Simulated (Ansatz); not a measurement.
In doubt: the elements are of a kind flagged for part-filled d or f shells, though by formal charges that shell is empty here, so the flag may not apply.

Rows from a G0W0 calculation on CeO2 (Fm-3m) (Ansatz 0.2.0; G0W0 on PBE, plane waves, PAW; 6×6×6 mesh, 117 empty bands, screening to 120 eV, hard PAW files), in eV. Spin-orbit coupling is left out.

| row | Σx | Σc | Vxc | Z |
| --- | --- | --- | --- | --- |
| A | -26.30 | 3.37 | -23.19 | 0.69 |
| B | -23.61 | -12.49 | -38.00 | 0.56 |
| C | -25.90 | 3.69 | -22.39 | 0.68 |
| D | -23.12 | -11.51 | -36.55 | 0.58 |
| E | -23.53 | -12.86 | -38.24 | 0.56 |
| F | -23.32 | -12.49 | -37.69 | 0.56 |

Question: Which rows are filled states and which are empty ones, and how can one tell?

Filled: A and C. Empty: B, D, E and F. The sign of Σc tells: for a filled state bare exchange, which holds its interaction with itself, lies below Vxc (Σx − Vxc is -3.1 eV or lower here) and screening gives part back as a positive Σc. For an empty state Σx lies above Vxc (+13.4 eV or more) and the Coulomb hole leaves Σc negative.

[Runs of the session that timed out or met a known fault of the program may be left out.]

[Cells called generated may have been cut or substituted from an entry of the Crystallography Open Database or the Materials Project.]

[Hosts, paths, dates, database ids (printed as entryN), source tags and the programs' standing remarks are cut or masked in the printed files.]
